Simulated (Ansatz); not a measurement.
# Au wire along [110], 7 atoms a period: bands by functional and under strain

Aim: is the Au wire along [110], 7 atoms a period a metal or a semiconductor?

Calculated with Ansatz 0.2.0; DFT PBE, plane waves, PAW; relaxation of a wire's period, in the first sound run; inputs show where later runs differ.

### 1. Set-up

The cell holds 7 atoms: 7 Au. Its edges and angles: a = 10.960 Å, b = 12.683 Å, c = 2.942 Å, α = 90.0°, β = 90.0°, γ = 90.0°. Vacuum lies along a and b. The structure's axis is c.

Structure file:

```cif
data_structure
_symmetry_space_group_name_H-M 'P 1'
_symmetry_Int_Tables_number 1
_cell_length_a 10.9600
_cell_length_b 12.6830
_cell_length_c 2.9416
_cell_angle_alpha 90.000
_cell_angle_beta 90.000
_cell_angle_gamma 90.000
_cell_volume 408.89
loop_
_atom_site_label
_atom_site_type_symbol
_atom_site_fract_x
_atom_site_fract_y
_atom_site_fract_z
_atom_site_occupancy
Au1 Au 0.50000 0.73193 0.00000 1
Au2 Au 0.50000 0.50001 0.00000 1
Au3 Au 0.31022 0.38404 0.50000 1
Au4 Au 0.31022 0.61597 0.50000 1
Au5 Au 0.68978 0.38404 0.50000 1
Au6 Au 0.68978 0.61597 0.50000 1
Au7 Au 0.50000 0.26808 0.00000 1
```

### 2. Relaxation of atoms and period

Band widths follow the bond lengths, so the wire is relaxed first. The atoms and the third cell vector are free; the box across stays fixed as vacuum. A Fermi-Dirac smearing is set since the result may be a metal. The pressure printed is a third of the stress's trace over the whole box, vacuum included; only the stress along the axis is relaxed.

File input.yaml:

```yaml
crystal:
  lattice:
    - [10.96, 0.0, 0.0]
    - [0.0, 12.683, 0.0]
    - [0.0, 0.0, 2.9415642097]
  atoms:
    - { symbol: Au, position: [0.5, 0.731934749, 0.0] }
    - { symbol: Au, position: [0.5, 0.500005063, 0.0] }
    - { symbol: Au, position: [0.310218978, 0.38404022, 0.5] }
    - { symbol: Au, position: [0.310218978, 0.615969906, 0.5] }
    - { symbol: Au, position: [0.689781022, 0.38404022, 0.5] }
    - { symbol: Au, position: [0.689781022, 0.615969906, 0.5] }
    - { symbol: Au, position: [0.5, 0.268075376, 0.0] }
kpoints:
  mp_grid: { grid: [1, 1, 28] }
scf:
  occupations: { method: fermi_dirac, width: 0.05 }
hamiltonian:
  xc: pbe
relax:
  cell: { fix: [a, b, alpha, beta, gamma] }
  max_steps: 60
```

Launch:

```
$ ansatz run input.yaml --threads 8 --pin off --max-ram 16384MiB --backend cpu --events-out ev --progress --plain --runs-dir out
```

Numbers of over 12 decimals in the logs are rounded to 6 here.

The program printed:

```text
Engine: ansatz 0.2.0, aarch64-unknown-linux-gnu
Pseudopotentials: kind: paw
Pseudopotential: Au, paw, valence charge 19, recommended cutoff 420 eV (normal), Au.paw.azcp
Functional definition: PBE
  parameter kappa = 0.804
  parameter beta = 0.066725
  exchange = pbe_x(kappa = kappa, mu = beta*pi^2/3)
  correlation = pbe_c(beta = beta)
Crystal: 7 atoms, lattice volume = 408.894 Å³
Basis set: ecut = 420 eV, 7967 PW (Γ), exchange–correlation on 150×180×40 points (8 copies of the dense FFT grid, shifted against one another)
Bands: 80, of which v1, the nominal top of the filled ones, is band 67 counted from 1 (66 counted from 0)
Symmetry: 8 space group operations
Space group: Pmmm (ITA 47), of the structure as read, at distance tolerance 7.4e-5 Å
k-points: 15 of 28
Non-local potential: Au, projectors of the file, l = 0: 3, l = 1: 2, l = 2: 2, l = 3: 1
PAW form: soft (Blöchl's): semilocal exchange-correlation on the pseudo side does not see the compensation charge
PAW one-centre angular grid: Au, 590 points (default); XC on 64 Gauss nodes
Initial density: superposition of atomic densities (neutral atoms: chi_scale 0, normalization atom), corrected by the library's trained network
Initial wavefunctions: pseudopotential atomic-orbital guess
Functional: x = pbe(κ = 0.804, μ = 0.219515), c = pbe(β = 0.066725)
SCF iter   1: F=—  HF=-92041.017610 eV  |F-HF|=—  |Δ(HF+E_count)|=         —  Δρ=2.45e-3  dr2=9.37e-2  ethr=1.77e-3  ⟨swp⟩=7.0  Hψ=4689  notcnv=0  defer=25
preconditioner: auto → LDOS  [metal: Δε(μ)=0.024 eV  Ē_g=7.316 eV  σ=0.050 eV  W_gap=0.12  n_scr=60 (ndim 8)  ℏωp=16.1 eV  f_vac=0.579  D(μ)=4.08/eV (n_scr^D=20)  β→1.0]
SCF iter   2: F=—  HF=-92041.028614 eV  |F-HF|=—  |Δ(HF+E_count)|=   1.10e-2  Δρ=2.56e-3  dr2=5.54e-2  ethr=7.04e-5  ⟨swp⟩=3.0  Hψ=2167  notcnv=0  defer=86
SCF iter   3: F=—  HF=-92041.016344 eV  |F-HF|=—  |Δ(HF+E_count)|=   1.23e-2  Δρ=4.13e-4  dr2=1.99e-3  ethr=4.17e-5  ⟨swp⟩=2.0  Hψ=1808  notcnv=0  defer=86
SCF iter   4: F=—  HF=-92041.016261 eV  |F-HF|=—  |Δ(HF+E_count)|=   8.28e-5  Δρ=1.65e-4  dr2=2.74e-4  ethr=1.50e-6  ⟨swp⟩=2.2  Hψ=1768  notcnv=0  defer=86
SCF iter   5: F=—  HF=-92041.016236 eV  |F-HF|=—  |Δ(HF+E_count)|=   2.60e-5  Δρ=6.00e-5  dr2=3.10e-5  ethr=2.06e-7  ⟨swp⟩=2.1  Hψ=1695  notcnv=0  defer=86
SCF iter   6: F=—  HF=-92041.015801 eV  |F-HF|=—  |Δ(HF+E_count)|=   4.35e-4  Δρ=2.16e-5  dr2=2.69e-6  ethr=2.33e-8  ⟨swp⟩=2.0  Hψ=1747  notcnv=0  defer=86
SCF iter   7: F=—  HF=-92041.015801 eV  |F-HF|=—  |Δ(HF+E_count)|=   4.21e-7  Δρ=5.25e-6  dr2=2.17e-7  ethr=2.02e-9  ⟨swp⟩=2.0  Hψ=1699  notcnv=0  defer=86
SCF iter   8: F=-92041.015801 eV  HF=-92041.015801 eV  |F-HF|=1.16e-9  |Δ(HF+E_count)|=   2.55e-8  Δρ=1.98e-6  dr2=2.22e-8  ethr=7.52e-11  ⟨swp⟩=5.0  Hψ=4318  notcnv=0
SCF 1 converged in 8 iterations: F = -92041.015801 eV  dr2 = 2.22e-8
  greatest PAW one-centre occupation: 1.000 electrons in one spin orbital (limit 2), on the Au atom at site 1 (counted from 0), in its partial waves of l = 0
relax step   1: F+E_penalty+E_count = -92041.01580108 eV  Δ(F+E_penalty+E_count) = +0.000e0 eV  max|allowed force component| = 4.658e-1 eV/Å  Δτ_max = 0.0000 Å  P = -2.404 GPa  Ω = 408.894 Å³  fix = [a, b, alpha, beta, gamma]  reactions: a -1.468, b -1.459 GPa  (8 SCF iters, dr2 threshold 1.00e-7 eV, accepted)
Crystal: 7 atoms, lattice volume = 388.857 Å³
Basis set: ecut = 420 eV, 7651 PW (Γ), exchange–correlation on 150×180×40 points (8 copies of the dense FFT grid, shifted against one another)
Initial density: handed on by an earlier stage of this run
Initial wavefunctions: those handed on with the density
iter 1 solved again at ethr=1.49e-4 eV; its pass at ethr=3.10e-3 eV (dr2=1.98e-1 eV) is discarded
SCF iter   1: F=—  HF=-92041.363511 eV  |F-HF|=—  |Δ(HF+E_count)|=         —  Δρ=5.59e-3  dr2=1.99e-1  ethr=1.49e-4  ⟨swp⟩=3.5  Hψ=6226  notcnv=0  defer=1
preconditioner: auto → LDOS  [metal: Δε(μ)=0.054 eV  Ē_g=7.853 eV  σ=0.050 eV  W_gap=0.26  n_scr=56 (ndim 8)  ℏωp=16.5 eV  f_vac=0.594  D(μ)=2.67/eV (n_scr^D=10)  β→1.0]
SCF iter   2: F=—  HF=-92041.387748 eV  |F-HF|=—  |Δ(HF+E_count)|=   2.42e-2  Δρ=6.34e-3  dr2=2.91e-1  ethr=1.49e-4  ⟨swp⟩=4.2  Hψ=2697  notcnv=0
SCF iter   3: F=—  HF=-92041.323405 eV  |F-HF|=—  |Δ(HF+E_count)|=   6.43e-2  Δρ=1.21e-3  dr2=6.90e-3  ethr=1.49e-4  ⟨swp⟩=2.2  Hψ=1996  notcnv=0  defer=73
SCF iter   4: F=—  HF=-92041.322309 eV  |F-HF|=—  |Δ(HF+E_count)|=   1.10e-3  Δρ=3.23e-4  dr2=4.89e-4  ethr=5.18e-6  ⟨swp⟩=2.8  Hψ=2596  notcnv=0  defer=79
SCF iter   5: F=—  HF=-92041.321842 eV  |F-HF|=—  |Δ(HF+E_count)|=   4.66e-4  Δρ=8.34e-5  dr2=4.42e-5  ethr=3.67e-7  ⟨swp⟩=2.1  Hψ=2021  notcnv=0  defer=79
SCF iter   6: F=—  HF=-92041.321840 eV  |F-HF|=—  |Δ(HF+E_count)|=   1.93e-6  Δρ=2.57e-5  dr2=4.50e-6  ethr=3.32e-8  ⟨swp⟩=2.1  Hψ=1796  notcnv=0  defer=79
SCF iter   7: F=-92041.321839 eV  HF=-92041.321840 eV  |F-HF|=2.11e-7  |Δ(HF+E_count)|=   8.07e-7  Δρ=1.02e-5  dr2=4.31e-7  ethr=5.26e-10  ⟨swp⟩=5.1  Hψ=4419  notcnv=0
SCF 2 converged in 7 iterations: F = -92041.321839 eV  dr2 = 4.31e-7
relax step   2: F+E_penalty+E_count = -92041.32183935 eV  Δ(F+E_penalty+E_count) = -3.060e-1 eV  max|allowed force component| = 5.469e-1 eV/Å  Δτ_max = 0.0941 Å  P = +1.147 GPa  Ω = 388.857 Å³  energy of the carried Pulay correction = +2.035e-3 eV  fix = [a, b, alpha, beta, gamma]  reactions: a +1.819, b +1.562 GPa  (7 SCF iters, dr2 threshold 7.00e-7 eV, accepted)
Crystal: 7 atoms, lattice volume = 385.907 Å³
Basis set: ecut = 420 eV, 7591 PW (Γ), exchange–correlation on 150×180×40 points (8 copies of the dense FFT grid, shifted against one another)
iter 1 solved again at ethr=1.84e-5 eV; its pass at ethr=3.10e-3 eV (dr2=2.45e-2 eV) is discarded
SCF iter   1: F=—  HF=-92041.449941 eV  |F-HF|=—  |Δ(HF+E_count)|=         —  Δρ=2.59e-3  dr2=2.72e-2  ethr=1.84e-5  ⟨swp⟩=3.3  Hψ=5707  notcnv=0  defer=1
preconditioner: auto → LDOS  [metal: Δε(μ)=0.097 eV  Ē_g=7.856 eV  σ=0.050 eV  W_gap=0.41  n_scr=56 (ndim 8)  ℏωp=16.6 eV  f_vac=0.585  D(μ)=2.96/eV (n_scr^D=16)  β→1.0]
SCF iter   2: F=—  HF=-92041.458124 eV  |F-HF|=—  |Δ(HF+E_count)|=   8.18e-3  Δρ=2.33e-3  dr2=6.20e-2  ethr=1.84e-5  ⟨swp⟩=3.3  Hψ=3110  notcnv=0  defer=6  recentre
SCF iter   3: F=—  HF=-92041.444811 eV  |F-HF|=—  |Δ(HF+E_count)|=   1.33e-2  Δρ=6.59e-4  dr2=1.23e-3  ethr=1.84e-5  ⟨swp⟩=2.9  Hψ=2597  notcnv=0  defer=6
SCF iter   4: F=—  HF=-92041.444647 eV  |F-HF|=—  |Δ(HF+E_count)|=   1.64e-4  Δρ=1.14e-4  dr2=6.20e-5  ethr=9.22e-7  ⟨swp⟩=2.0  Hψ=1772  notcnv=0  defer=6
SCF iter   5: F=—  HF=-92041.444341 eV  |F-HF|=—  |Δ(HF+E_count)|=   3.06e-4  Δρ=2.81e-5  dr2=3.62e-6  ethr=4.66e-8  ⟨swp⟩=2.1  Hψ=2086  notcnv=0  defer=6
SCF iter   6: F=-92041.444341 eV  HF=-92041.444341 eV  |F-HF|=6.69e-8  |Δ(HF+E_count)|=   7.29e-8  Δρ=1.07e-5  dr2=6.34e-7  ethr=5.26e-10  ⟨swp⟩=5.1  Hψ=4418  notcnv=0
SCF 3 converged in 6 iterations: F = -92041.444341 eV  dr2 = 6.34e-7
relax step   3: F+E_penalty+E_count = -92041.44434072 eV  Δ(F+E_penalty+E_count) = -1.225e-1 eV  max|allowed force component| = 1.066e-1 eV/Å  Δτ_max = 0.0667 Å  P = +0.024 GPa  Ω = 385.907 Å³  energy of the carried Pulay correction = +2.343e-3 eV  fix = [a, b, alpha, beta, gamma]  reactions: a +0.380, b +0.170 GPa  (6 SCF iters, dr2 threshold 7.00e-7 eV, accepted)
[...]
relax step   4: F+E_penalty+E_count = -92041.45619811 eV  Δ(F+E_penalty+E_count) = -1.186e-2 eV  max|allowed force component| = 2.637e-2 eV/Å  Δτ_max = 0.0293 Å  P = +0.115 GPa  Ω = 381.380 Å³  energy of the carried Pulay correction = +2.821e-3 eV  fix = [a, b, alpha, beta, gamma]  reactions: a +0.101, b -0.070 GPa  (6 SCF iters, dr2 threshold 7.00e-7 eV, accepted)
[...]
relax step   5: F+E_penalty+E_count = -92041.45752278 eV  Δ(F+E_penalty+E_count) = -1.325e-3 eV  max|allowed force component| = 6.977e-3 eV/Å  Δτ_max = 0.0120 Å  P = -0.028 GPa  Ω = 382.443 Å³  energy of the carried Pulay correction = +2.709e-3 eV  fix = [a, b, alpha, beta, gamma]  reactions: a +0.013, b -0.100 GPa  (5 SCF iters, dr2 threshold 2.45e-7 eV, accepted)
Initial wavefunctions: pseudopotential atomic-orbital guess (no wavefunctions were taken with the density)
iter 1 solved again at ethr=6.94e-7 eV; its pass at ethr=3.10e-3 eV (dr2=9.23e-4 eV) is discarded
SCF iter   1: F=—  HF=-92041.454804 eV  |F-HF|=—  |Δ(HF+E_count)|=         —  Δρ=1.20e-4  dr2=8.63e-6  ethr=6.94e-7  ⟨swp⟩=3.9  Hψ=8383  notcnv=0
preconditioner: auto → LDOS  [insulator: Δε(μ)=0.145 eV  Ē_g=7.840 eV  σ=0.050 eV  W_gap=0.53  n_scr=56 (ndim 8)  ℏωp=16.7 eV  f_vac=0.581  D(μ)=2.74/eV (n_scr^D=10)  ε∞_Penn≈5.5  β→1.0]
SCF iter   2: F=—  HF=-92041.454478 eV  |F-HF|=—  |Δ(HF+E_count)|=   3.26e-4  Δρ=2.91e-5  dr2=2.11e-6  ethr=6.49e-9  ⟨swp⟩=2.5  Hψ=2488  notcnv=0
SCF iter   3: F=—  HF=-92041.454477 eV  |F-HF|=—  |Δ(HF+E_count)|=   5.31e-7  Δρ=1.48e-5  dr2=8.79e-7  ethr=1.59e-9  ⟨swp⟩=2.0  Hψ=2200  notcnv=0
SCF iter   4: F=—  HF=-92041.454477 eV  |F-HF|=—  |Δ(HF+E_count)|=   2.42e-7  Δρ=3.98e-6  dr2=5.81e-8  ethr=6.61e-10  ⟨swp⟩=2.0  Hψ=1709  notcnv=0
SCF iter   5: F=—  HF=-92041.454477 eV  |F-HF|=—  |Δ(HF+E_count)|=   1.50e-8  Δρ=1.03e-6  dr2=8.94e-9  ethr=4.37e-11  ⟨swp⟩=2.7  Hψ=2467  notcnv=0
SCF iter   6: F=—  HF=-92041.454477 eV  |F-HF|=—  |Δ(HF+E_count)|=   2.07e-9  Δρ=2.12e-7  dr2=1.63e-10  ethr=6.72e-12  ⟨swp⟩=2.0  Hψ=1804  notcnv=0
SCF iter   7: F=-92041.454477 eV  HF=-92041.454477 eV  |F-HF|=2.91e-11  |Δ(HF+E_count)|=    0.00e0  Δρ=4.93e-8  dr2=8.17e-12  ethr=1.00e-12  ⟨swp⟩=5.0  Hψ=4416  notcnv=0
SCF 6 converged in 7 iterations: F = -92041.454477 eV  dr2 = 8.17e-12
relax step   6: F+E_penalty+E_count = -92041.45447683 eV  Δ(F+E_penalty+E_count) = +3.046e-3 eV  max|allowed force component| = 6.946e-3 eV/Å  Δτ_max = 0.0000 Å  P = -0.026 GPa  Ω = 382.443 Å³  fix = [a, b, alpha, beta, gamma]  reactions: a +0.015, b -0.099 GPa  stress off target by 4.60e-3 GPa on what of the cell is left free  SCF on the basis re-selected at this cell (its energy is not comparable with the rows above)  (7 SCF iters)
basis re-selected at this cell: Δ(F+E_penalty+E_count) = +3.046e-3 eV, ΔP = +0.001 GPa vs the last step (what re-selecting the basis moved, of the pressure what is left beyond the Pulay correction that the steps carried, after the strain that the cell walked since its last selection, with what the two solves' SCF thresholds leave and, on support functions, any second-order correction that the steps lacked; it is no m [...]
SCF converged after 7 iterations
Free energy (F): -92041.454477 eV
Harris-Foulkes:  -92041.454477 eV  (|F-HF|=2.91e-11)
Internal energy: -92041.432430 eV  (E = F + TS)
E sigma→0 (E₀):  -92041.443454 eV
Entropy (-TS):   -0.022047 eV (-3.150 meV/atom)
Fermi energy:    2.710410 eV
--- Per-component energies (eV) ---
  E_band       = -3719.407206
  E_kinetic    = 4233.236401
  E_local      = -64707.604272  (includes V_loc(G=0)·N_el)
  E_nonlocal   = 522.460641
  E_hartree    = 30343.330118
  E_xc         = -1589.173884
  E_vxc        = -1916.461116  (∫ρ·V_xc dr)
  E_paw        = -67950.501884  (= ΣΔE_a)
  E_vpaw       = -2537.709265  (= ΣTr[D̂ρ^β])
  E_aug_tail   = 0.010044  (compensation charges beyond the density's cutoff)
  E_ewald      = 7106.810406
  E_smearing   = -0.022047  (= −TS)
  E_closure    = -0.000000  (closes the sum)
  Σ components = -92041.454477   (vs F -92041.454477, Δ=0.00e0)
--- Forces (eV/Å), atoms counted from 1 ---
  atom   1  Au    -0.00000000    -0.00130498    -0.00000000
  atom   2  Au    -0.00000000    -0.00000000     0.00000000
  atom   3  Au    -0.00159433     0.00694632    -0.00000000
  atom   4  Au    -0.00159433    -0.00694632    -0.00000000
  atom   5  Au     0.00159433     0.00694632     0.00000000
  atom   6  Au     0.00159433    -0.00694632     0.00000000
  atom   7  Au     0.00000000     0.00130498     0.00000000
  max |Σ_I F_I| component: 2.17e-19 eV/Å
--- Stress (GPa, compression-positive) ---
        0.014646      -0.000000       0.000000
       -0.000000      -0.098663      -0.000000
        0.000000      -0.000000       0.004603
  P = ⅓ Tr σ = -0.0265 GPa (-0.265 kbar)
--- Relaxed structure (5 steps of the walk, 5 accepted, 1 SCFs on fresh bases) ---
  F+E_penalty+E_count = -92041.45447683 eV   max|allowed force component| = 6.946e-3 eV/Å   (the final SCF, on the basis selected at the relaxed cell)
  cell:  # Å, volume = 382.4427 Å³
    - [10.96, 0, 0]
    - [0, 12.683, 0]
    - [0, 0, 2.751274]
  atoms:
    - { symbol: Au, position: [0.5, 0.729440, -5.959889687531217e-19] }
    - { symbol: Au, position: [0.5, 0.5, 0] }
    - { symbol: Au, position: [0.308733, 0.385639, 0.500000] }
    - { symbol: Au, position: [0.308733, 0.614361, 0.500000] }
    - { symbol: Au, position: [0.691267, 0.385639, 0.500000] }
    - { symbol: Au, position: [0.691267, 0.614361, 0.500000] }
    - { symbol: Au, position: [0.5, 0.270560, 5.959889687531216e-19] }
```

It took 24 s on 8 threads of Arm Neoverse V1, shared host; peak memory 1.5 GiB; 3 min of CPU time.

The steps of the relaxation:

```csv
step,energy less that of the first step (eV),largest force component (eV/Å),pressure (GPa),volume (Å³)
1,0.0000,0.4658,-2.40,408.89
2,-0.3060,0.5469,1.15,388.86
3,-0.4285,0.1066,0.02,385.91
4,-0.4404,0.0264,0.11,381.38
5,-0.4417,0.0070,-0.03,382.44
6*,-0.4387,0.0069,-0.03,382.44
```

Relaxation steps marked * repeat the geometry before them on a plane-wave basis chosen anew for their cell, so energy and pressure can jump there.

The run keeps the 8 symmetry operations that it works with, so distortions that break them were not tested.

```csv
cell as run,before,after,change
c (Å),2.942,2.751,-6.5 %
```

The atoms that moved most (Å, along periodic axes as changes of fractional coordinates times the final cell, across vacuum about the mean position):

```csv
atom,dx,dy,dz,length
Au7,0.000,0.032,0.000,0.032
Au1,0.000,-0.032,0.000,0.032
Au6,0.016,-0.020,0.000,0.026
Au4,-0.016,-0.020,0.000,0.026
Au5,0.016,0.020,0.000,0.026
Au3,-0.016,0.020,0.000,0.026
```

This step gave:

```
energy at zero smearing    : -92041.4435 eV
cell length along the wire : 2.751 Å
```

The cell's length comes to 2.751 Å with spin left out.

(Continued in part 2 of 3.)

[Logs are printed without paths, hosts, clocks, repeated set-up lines and the standing remarks that a program may print on its own settings, such as how far it seeks lower states.]

[Hosts, paths, dates, database ids (printed as entryN), source tags and the programs' standing remarks are cut or masked in the printed files.]
